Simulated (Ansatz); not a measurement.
# The potential step between two gates: 2H-MoSSe under 1T-SnO2, AB

Two oppositely charged gates put a neutral stack in a displacement field D. The voltage between them is D/ε₀ times an electrical distance, shorter than the real one because the stack screens.

How it was computed: Ansatz 0.2.0, plane waves with PAW datasets (its set soft_2), PBE-D3(BJ); isolated slab, charged sheets 5 Å from the outer atoms behind model barriers, atoms held. Voltages count from the uncharged case.

```tsv
run	D/ε₀ (V/nm)	step in an electron's potential, upper less lower gate (eV)
run 1	−1.810	−1.679
run 2	0.000	0.000
run 3	0.905	0.844
run 4	1.810	1.691
run 5	2.714	2.540
run 6	3.619	?
```

Q: Estimate the withheld value from the rows shown.

A least-squares line through the 5 rows shown has slope 0.9325 and intercept 0.0043; no row lies more than 0.005 eV off it. The size of the slope, 0.932 nm, is the electrical distance; the sheets are 1.801 nm apart, and screening reaches beyond the outer atoms. At 3.619 it gives 0.9325 × 3.619 + 0.0043 = 3.379 eV, beyond the rows fitted. Rounding and scatter of the rows alone allow about ±0.006 eV there.

The run itself gives 3.391 eV: a miss of +0.012 eV, or 0.4 % of the value. Screening stays linear to within 1 % over this range.

Caveats: The gates are model sheets, not atoms.

[Logs are printed without paths, hosts, clocks, repeated set-up lines and the standing remarks that a program may print on its own settings, such as how far it seeks lower states.]
